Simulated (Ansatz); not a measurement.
# Preparing HfO2 (P2_1/c) as a host crystal, part 2 of 3

Aim: the runs on the perfect crystal HfO2 (P2_1/c) that a defect calculation needs first.

Ansatz 0.2.0; plane-wave PAW DFT, r2SCAN; single point of the host's primitive cell on a dense mesh; PAW set soft_1 (the session's first sound run).

So far: The starting structure; Primitive cell on a dense mesh; Self-consistent run.

### Step 4. Defect free supercell relaxed from its symmetric sites

This cell, the one that will hold the defects, is built from the relaxed host. Its coarser k-points can move the atoms a little, so it is relaxed from the symmetric sites, as the reference for the test of stability.

This step: plane-wave PAW DFT, r2SCAN; relaxation of the defect-free supercell from its symmetric sites; PAW set soft_1 (Ansatz 0.2.0).

Input file pristine.symmetric/input.yaml:

```yaml
crystal:
  lattice:
    - [10.2294521958, 0.0, 0.0087803821]
    - [0.0, 10.3626289129, 0.0]
    - [-1.7504394689, 0.0, 10.4476738428]
  atoms:
    - { symbol: Hf, position: [0.1380886784, 0.2290863422, 0.3541307258] }
    - { symbol: Hf, position: [0.3619113216, 0.4790863422, 0.3958692742] }
    - { symbol: Hf, position: [0.3619113216, 0.2709136578, 0.1458692742] }
    - { symbol: Hf, position: [0.1380886784, 0.0209136578, 0.1041307258] }
    - { symbol: O, position: [0.223998508, 0.3711857927, 0.4892109929] }
    - { symbol: O, position: [0.276001492, 0.1211857927, 0.2607890071] }
    - { symbol: O, position: [0.276001492, 0.1288142073, 0.0107890071] }
    - { symbol: O, position: [0.223998508, 0.3788142073, 0.2392109929] }
    - { symbol: O, position: [0.0349713339, 0.1667377492, 0.1721315791] }
    - { symbol: O, position: [0.4650286661, 0.4167377492, 0.0778684209] }
    - { symbol: O, position: [0.4650286661, 0.3332622508, 0.3278684209] }
    - { symbol: O, position: [0.0349713339, 0.0832622508, 0.4221315791] }
    - { symbol: Hf, position: [0.1380886784, 0.2290863422, 0.8541307258] }
    - { symbol: Hf, position: [0.3619113216, 0.4790863422, 0.8958692742] }
    - { symbol: Hf, position: [0.3619113216, 0.2709136578, 0.6458692742] }
    - { symbol: Hf, position: [0.1380886784, 0.0209136578, 0.6041307258] }
    - { symbol: O, position: [0.223998508, 0.3711857927, 0.9892109929] }
    - { symbol: O, position: [0.276001492, 0.1211857927, 0.7607890071] }
    - { symbol: O, position: [0.276001492, 0.1288142073, 0.5107890071] }
    - { symbol: O, position: [0.223998508, 0.3788142073, 0.7392109929] }
    - { symbol: O, position: [0.0349713339, 0.1667377492, 0.6721315791] }
    - { symbol: O, position: [0.4650286661, 0.4167377492, 0.5778684209] }
    - { symbol: O, position: [0.4650286661, 0.3332622508, 0.8278684209] }
    - { symbol: O, position: [0.0349713339, 0.0832622508, 0.9221315791] }
    - { symbol: Hf, position: [0.1380886784, 0.7290863422, 0.3541307258] }
    - { symbol: Hf, position: [0.3619113216, 0.9790863422, 0.3958692742] }
    - { symbol: Hf, position: [0.3619113216, 0.7709136578, 0.1458692742] }
    - { symbol: Hf, position: [0.1380886784, 0.5209136578, 0.1041307258] }
    - { symbol: O, position: [0.223998508, 0.8711857927, 0.4892109929] }
    - { symbol: O, position: [0.276001492, 0.6211857927, 0.2607890071] }
[... 60 atom lines left out ...]
    - { symbol: O, position: [0.776001492, 0.6288142073, 0.5107890071] }
    - { symbol: O, position: [0.723998508, 0.8788142073, 0.7392109929] }
    - { symbol: O, position: [0.5349713339, 0.6667377492, 0.6721315791] }
    - { symbol: O, position: [0.9650286661, 0.9167377492, 0.5778684209] }
    - { symbol: O, position: [0.9650286661, 0.8332622508, 0.8278684209] }
    - { symbol: O, position: [0.5349713339, 0.5832622508, 0.9221315791] }
basis:
  ecutwfc: 500
  xc_grid: 2
hamiltonian:
  xc: r2scan
  pseudopotentials: { kind: paw, azcp: { folder: soft_1 } }
kpoints:
  mp_grid: { grid: [1, 1, 1], shift: [0.25, 0.25, 0.25] }
scf:
  occupations: { method: fermi_dirac, width: 0.01 }
  max_iter: 80
output:
  forces: true
relax:
  f_tol: 0.01
  max_steps: 60
  escape_saddle: false
checkpoint:
  write: "../pristine.symmetric.run"
  compress: false
  write_wavefunctions: false
  write_every: 100000
```

The run is started by

```console
> ansatz run input.yaml --threads 10 --pin off --max-ram 37683MiB --backend cuda --events-out ev --progress --plain --runs-dir out
```

Numbers of over 12 decimals in the logs are rounded to 6 here.

The program printed:

```text
[... repeated set-up lines and file paths are left out, and long positions are rounded to six places ...]
[...]
GPU FFT provider: cuFFT
GPU libraries: cuBLAS 13.8.2, cuFFT 12.4.0, cuSOLVER 12.3.4
Crystal: 96 atoms, lattice volume = 1107.655 Å³
Basis set: ecut = 500 eV, 28081 PW (Γ), exchange–correlation on 150×160×160 points (8 copies of the dense FFT grid, shifted against one another)
Bands: 730, of which v1, the nominal top of the filled ones, is band 608 counted from 1 (607 counted from 0)
Symmetry: 16 space group operations
k-points: 1
[...]
GPU buffer pool allocated for 480000 grid points (all kernels)
[...]
SCF iter   1: F=—  HF=-540078.413713 eV  |F-HF|=—  |Δ(HF+E_count)|=         —  Δρ=8.88e-2  dr2=6.76e1  dr2_τ=5.17e0  ethr=3.10e-3  ⟨swp⟩=6.0  Hψ=2200  notcnv=0  defer=95
[...]
SCF iter   3: F=—  HF=-540070.292268 eV  |F-HF|=—  |Δ(HF+E_count)|=   5.22e-1  Δρ=2.26e-2  dr2=4.83e0  dr2_τ=5.25e-1  ethr=1.56e-3  ⟨swp⟩=2.0  Hψ=1104  notcnv=0  defer=89
automatic band count: iteration 3 solves 705 bands in place of 730: the levels show a gap, and the empty bands left out lie too high to hold charge; the band table lists the bands solved (type scf.n_extra_bands for more)
SCF iter   4: F=—  HF=-540068.931292 eV  |F-HF|=—  |Δ(HF+E_count)|=    1.36e0  Δρ=7.31e-3  dr2=4.28e-1  dr2_τ=2.94e-2  ethr=3.97e-4  ⟨swp⟩=3.0  Hψ=1240  notcnv=0  defer=89
[...]
SCF iter  10: F=-540069.086994 eV  HF=-540069.086994 eV  |F-HF|=2.54e-7  |Δ(HF+E_count)|=   4.37e-6  Δρ=1.11e-5  dr2=1.16e-6  dr2_τ=1.88e-7  ethr=2.06e-10  ⟨swp⟩=3.0  Hψ=2669  notcnv=0
SCF 1 converged in 10 iterations: F = -540069.086994 eV  dr2 = 1.16e-6
[...]
relax step   1: F+E_penalty+E_count = -540069.08699448 eV  Δ(F+E_penalty+E_count) = +0.000e0 eV  max|allowed force component| = 5.396e-3 eV/Å  Δτ_max = 0.0000 Å  (10 SCF iters, dr2 threshold 2.50e-6 eV, accepted)
[...]
iter 1 solved again at ethr=9.55e-11 eV; its pass at ethr=3.10e-3 eV (dr2=1.16e-6 eV) is discarded
[...]
SCF iter   4: F=-540069.086995 eV  HF=-540069.086995 eV  |F-HF|=3.61e-9  |Δ(HF+E_count)|=   4.59e-8  Δρ=9.56e-7  dr2=1.50e-8  dr2_τ=7.19e-10  ethr=8.22e-12  ⟨swp⟩=4.0  Hψ=2341  notcnv=0
SCF 2 converged in 4 iterations: F = -540069.086995 eV  dr2 = 1.50e-8
relax step   2: F+E_penalty+E_count = -540069.08699483 eV  Δ(F+E_penalty+E_count) = -3.460e-7 eV  max|allowed force component| = 5.365e-3 eV/Å  Δτ_max = 0.0000 Å  (4 SCF iters, accepted)
[...]
SCF iter   2: F=-540069.086995 eV  HF=-540069.086995 eV  |F-HF|=1.51e-9  |Δ(HF+E_count)|=   4.19e-9  Δρ=7.30e-7  dr2=8.30e-9  dr2_τ=2.19e-10  ethr=1.23e-12  ⟨swp⟩=3.0  Hψ=1758  notcnv=0
SCF 3 converged in 2 iterations: F = -540069.086995 eV  dr2 = 8.30e-9
SCF converged after 2 iterations
Free energy (F): -540069.086995 eV
[...]
Internal energy: -540069.086995 eV  (E = F + TS)
E sigma→0 (E₀):  -540069.086995 eV
Fermi energy:    14.934953 eV
[...]
--- Forces (eV/Å), atoms counted from 1 ---
  atom   1  Hf    -0.00147671     0.00068895     0.00306818
  atom   2  Hf    -0.00087583    -0.00215853     0.00144678
  atom   3  Hf     0.00147671    -0.00068895    -0.00306818
  atom   4  Hf     0.00087583     0.00215853    -0.00144678
  atom   5  O     -0.00017503    -0.00373783     0.00309349
  atom   6  O     -0.00097458    -0.00044208     0.00461767
  atom   7  O      0.00017503     0.00373783    -0.00309349
  atom   8  O      0.00097458     0.00044208    -0.00461767
  atom   9  O     -0.00491612    -0.00026904     0.00104494
  atom  10  O     -0.00068904     0.00536195     0.00096751
  atom  11  O      0.00491612     0.00026904    -0.00104494
  atom  12  O      0.00068904    -0.00536195    -0.00096751
  atom  13  Hf    -0.00147671     0.00068895     0.00306818
  atom  14  Hf    -0.00087583    -0.00215853     0.00144678
  atom  15  Hf     0.00147671    -0.00068895    -0.00306818
  atom  16  Hf     0.00087583     0.00215853    -0.00144678
  atom  17  O     -0.00017503    -0.00373783     0.00309349
  atom  18  O     -0.00097458    -0.00044208     0.00461767
  atom  19  O      0.00017503     0.00373783    -0.00309349
  atom  20  O      0.00097458     0.00044208    -0.00461767
  atom  21  O     -0.00491612    -0.00026904     0.00104494
  atom  22  O     -0.00068904     0.00536195     0.00096751
  atom  23  O      0.00491612     0.00026904    -0.00104494
  atom  24  O      0.00068904    -0.00536195    -0.00096751
  atom  25  Hf    -0.00147671     0.00068895     0.00306818
  atom  26  Hf    -0.00087583    -0.00215853     0.00144678
  atom  27  Hf     0.00147671    -0.00068895    -0.00306818
  atom  28  Hf     0.00087583     0.00215853    -0.00144678
  atom  29  O     -0.00017503    -0.00373783     0.00309349
  atom  30  O     -0.00097458    -0.00044208     0.00461767
  atom  31  O      0.00017503     0.00373783    -0.00309349
  atom  32  O      0.00097458     0.00044208    -0.00461767
  atom  33  O     -0.00491612    -0.00026904     0.00104494
  atom  34  O     -0.00068904     0.00536195     0.00096751
  atom  35  O      0.00491612     0.00026904    -0.00104494
  atom  36  O      0.00068904    -0.00536195    -0.00096751
  atom  37  Hf    -0.00147671     0.00068895     0.00306818
  atom  38  Hf    -0.00087583    -0.00215853     0.00144678
  atom  39  Hf     0.00147671    -0.00068895    -0.00306818
  atom  40  Hf     0.00087583     0.00215853    -0.00144678
[...]
atom  85  Hf    -0.00147671     0.00068895     0.00306818
  atom  86  Hf    -0.00087583    -0.00215853     0.00144678
  atom  87  Hf     0.00147671    -0.00068895    -0.00306818
  atom  88  Hf     0.00087583     0.00215853    -0.00144678
  atom  89  O     -0.00017503    -0.00373783     0.00309349
  atom  90  O     -0.00097458    -0.00044208     0.00461767
  atom  91  O      0.00017503     0.00373783    -0.00309349
  atom  92  O      0.00097458     0.00044208    -0.00461767
  atom  93  O     -0.00491612    -0.00026904     0.00104494
  atom  94  O     -0.00068904     0.00536195     0.00096751
  atom  95  O      0.00491612     0.00026904    -0.00104494
  atom  96  O      0.00068904    -0.00536195    -0.00096751
  max |Σ_I F_I| component: 6.40e-18 eV/Å
--- Relaxed structure (2 steps of the walk, 2 accepted, 0 SCFs on fresh bases) ---
  F+E_penalty+E_count = -540069.08699483 eV   max|allowed force component| = 5.365e-3 eV/Å
  atoms:
    - { symbol: Hf, position: [0.1380886784, 0.229086, 0.354131] }
    - { symbol: Hf, position: [0.3619113216, 0.479086, 0.395869] }
    - { symbol: Hf, position: [0.3619113216, 0.2709136578, 0.145869] }
    - { symbol: Hf, position: [0.1380886784, 0.020914, 0.104131] }
    - { symbol: O, position: [0.223998508, 0.371186, 0.489211] }
    - { symbol: O, position: [0.276001492, 0.121186, 0.260789] }
    - { symbol: O, position: [0.276001492, 0.128814, 0.010789] }
    - { symbol: O, position: [0.223998508, 0.3788142073, 0.239211] }
    - { symbol: O, position: [0.0349713339, 0.1667377492, 0.172132] }
    - { symbol: O, position: [0.465029, 0.4167377492, 0.077868] }
    - { symbol: O, position: [0.465029, 0.333262, 0.327868] }
    - { symbol: O, position: [0.034971, 0.0832622508, 0.4221315791] }
    - { symbol: Hf, position: [0.1380886784, 0.229086, 0.854131] }
    - { symbol: Hf, position: [0.361911, 0.479086, 0.895869] }
    - { symbol: Hf, position: [0.361911, 0.2709136578, 0.6458692742] }
    - { symbol: Hf, position: [0.1380886784, 0.020914, 0.604131] }
    - { symbol: O, position: [0.223999, 0.371186, 0.989211] }
    - { symbol: O, position: [0.276001492, 0.121186, 0.760789] }
    - { symbol: O, position: [0.276001492, 0.128814, 0.510789] }
    - { symbol: O, position: [0.223999, 0.3788142073, 0.739211] }
    - { symbol: O, position: [0.034971, 0.1667377492, 0.672132] }
    - { symbol: O, position: [0.465029, 0.4167377492, 0.577868] }
    - { symbol: O, position: [0.465029, 0.333262, 0.8278684209] }
    - { symbol: O, position: [0.034971, 0.0832622508, 0.922132] }
    - { symbol: Hf, position: [0.1380886784, 0.729086, 0.354131] }
    - { symbol: Hf, position: [0.3619113216, 0.979086, 0.395869] }
    - { symbol: Hf, position: [0.3619113216, 0.7709136578, 0.145869] }
    - { symbol: Hf, position: [0.1380886784, 0.5209136578, 0.104131] }
    - { symbol: O, position: [0.223998508, 0.8711857927, 0.489211] }
    - { symbol: O, position: [0.276001492, 0.621186, 0.260789] }
    - { symbol: O, position: [0.276001492, 0.6288142073, 0.010789] }
    - { symbol: O, position: [0.223998508, 0.878814, 0.239211] }
    - { symbol: O, position: [0.0349713339, 0.666738, 0.172132] }
    - { symbol: O, position: [0.465029, 0.916738, 0.077868] }
    - { symbol: O, position: [0.465029, 0.8332622508, 0.327868] }
    - { symbol: O, position: [0.034971, 0.5832622508, 0.4221315791] }
    - { symbol: Hf, position: [0.1380886784, 0.729086, 0.854131] }
    - { symbol: Hf, position: [0.361911, 0.979086, 0.895869] }
    - { symbol: Hf, position: [0.361911, 0.7709136578, 0.6458692742] }
    - { symbol: Hf, position: [0.1380886784, 0.5209136578, 0.604131] }
    - { symbol: O, position: [0.223999, 0.8711857927, 0.989211] }
    - { symbol: O, position: [0.276001492, 0.621186, 0.760789] }
    - { symbol: O, position: [0.276001492, 0.6288142073, 0.510789] }
    - { symbol: O, position: [0.223999, 0.878814, 0.739211] }
    - { symbol: O, position: [0.034971, 0.666738, 0.672132] }
    - { symbol: O, position: [0.465029, 0.916738, 0.577868] }
    - { symbol: O, position: [0.465029, 0.8332622508, 0.8278684209] }
    - { symbol: O, position: [0.034971, 0.5832622508, 0.922132] }
    - { symbol: Hf, position: [0.638089, 0.229086, 0.354131] }
    - { symbol: Hf, position: [0.8619113216, 0.479086, 0.395869] }
    - { symbol: Hf, position: [0.861911, 0.2709136578, 0.145869] }
    - { symbol: Hf, position: [0.6380886784, 0.020914, 0.104131] }
    - { symbol: O, position: [0.723998508, 0.371186, 0.489211] }
    - { symbol: O, position: [0.776001492, 0.121186, 0.2607890071] }
    - { symbol: O, position: [0.776001492, 0.128814, 0.010789] }
    - { symbol: O, position: [0.723998508, 0.3788142073, 0.239211] }
    - { symbol: O, position: [0.5349713339, 0.1667377492, 0.172132] }
    - { symbol: O, position: [0.9650286661, 0.4167377492, 0.077868] }
    - { symbol: O, position: [0.965029, 0.333262, 0.327868] }
    - { symbol: O, position: [0.5349713339, 0.0832622508, 0.422132] }
    - { symbol: Hf, position: [0.6380886784, 0.229086, 0.854131] }
    - { symbol: Hf, position: [0.861911, 0.479086, 0.8958692742] }
    - { symbol: Hf, position: [0.8619113216, 0.2709136578, 0.645869] }
    - { symbol: Hf, position: [0.6380886784, 0.020914, 0.604131] }
[...]
- { symbol: Hf, position: [0.638089, 0.729086, 0.354131] }
    - { symbol: Hf, position: [0.8619113216, 0.979086, 0.395869] }
    - { symbol: Hf, position: [0.861911, 0.7709136578, 0.145869] }
    - { symbol: Hf, position: [0.6380886784, 0.5209136578, 0.104131] }
[...]
- { symbol: O, position: [0.5349713339, 0.666738, 0.172132] }
    - { symbol: O, position: [0.9650286661, 0.916738, 0.077868] }
    - { symbol: O, position: [0.965029, 0.8332622508, 0.327868] }
    - { symbol: O, position: [0.5349713339, 0.5832622508, 0.422132] }
    - { symbol: Hf, position: [0.6380886784, 0.729086, 0.854131] }
    - { symbol: Hf, position: [0.861911, 0.979086, 0.8958692742] }
    - { symbol: Hf, position: [0.8619113216, 0.7709136578, 0.645869] }
    - { symbol: Hf, position: [0.6380886784, 0.5209136578, 0.604131] }
    - { symbol: O, position: [0.723999, 0.8711857927, 0.989211] }
    - { symbol: O, position: [0.776001492, 0.621186, 0.760789] }
    - { symbol: O, position: [0.776001, 0.6288142073, 0.5107890071] }
    - { symbol: O, position: [0.723999, 0.878814, 0.739211] }
    - { symbol: O, position: [0.5349713339, 0.666738, 0.672132] }
    - { symbol: O, position: [0.965029, 0.916738, 0.577868] }
    - { symbol: O, position: [0.9650286661, 0.8332622508, 0.827868] }
    - { symbol: O, position: [0.534971, 0.5832622508, 0.922132] }
```

It took 4.5 s on 1 × NVIDIA H100 80GB HBM3 with 10 threads of AMD EPYC 7R13 (Zen 3), shared host; peak memory 1.4 GiB; 5.9 s of CPU time.

No atom moved by 0.005 Å in the relaxation.

(Part 2 of 3 ends here.)

[Logs are printed without paths, hosts, clocks, repeated set-up lines and the standing remarks that a program may print on its own settings, such as how far it seeks lower states.]

[Hosts, paths, dates, database ids (printed as entryN), source tags and the programs' standing remarks are cut or masked in the printed files.]

[Runs of the host that timed out are not shown.]

[For some hosts the program warned that the k-mesh of the response run may be too coarse for force constants and the static dielectric constant; such warnings are not always shown.]
